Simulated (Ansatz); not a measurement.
Consider FeI2 (1T sheet).

The cell holds 3 atoms: 1 Fe and 2 I. Its edges and angles: a = 3.790 Å, b = 3.790 Å, c = 30.583 Å, α = 90.0°, β = 90.0°, γ = 120.0°. Vacuum lies along c.

```xyz
3
Lattice="0.0000 2.6796 2.6796 2.6796 -2.6796 0.0000 17.6570 17.6570 -17.6570" Properties=species:S:1:pos:R:3
Fe    5.5978    5.5978   -5.5978
I     8.1680    5.4884   -5.4884
I     5.7072    5.7072   -3.0276
```

The structure was relaxed with PBEsol. The structure was generated from a model, not taken from a measurement. The runs that relaxed it are not among those shown. The program's search for lower electronic states was switched off, so nothing shows that the state found is the lowest. Spin-orbit coupling is left out unless a run names it. PAW set soft_2, made with PBE.

A constrained-RPA run (Ansatz 0.2.0; non-magnetic PBEsol; Fe d, bands v3 to c2, 6×6×1 mesh, medium accuracy) builds 5 functions on bands 2.5 eV wide, with 6.0 electrons in the window. The bare on-site interaction is 16.5 eV and the bare J 0.52 eV.

Estimate U, U′ and J.

On the Fe d shell, U = 3.45 eV (21 % of the bare value), U′ = 2.63 eV, J = 0.40 eV.

The parent state is non-magnetic and the interaction static (zero frequency); U depends on the window and the orbitals, so it belongs to this model alone.

[Paths, hosts, dates, memory and timing lines, banners, echoed tables and standing remarks are left out of the program output.]

[Logs are printed without paths, hosts, clocks, repeated set-up lines and the standing remarks that a program may print on its own settings, such as how far it seeks lower states.]

[Runs of the session that timed out or met a known fault of the program may be left out.]

[Hosts, paths, dates, database ids (printed as entryN), source tags and the programs' standing remarks are cut or masked in the printed files.]
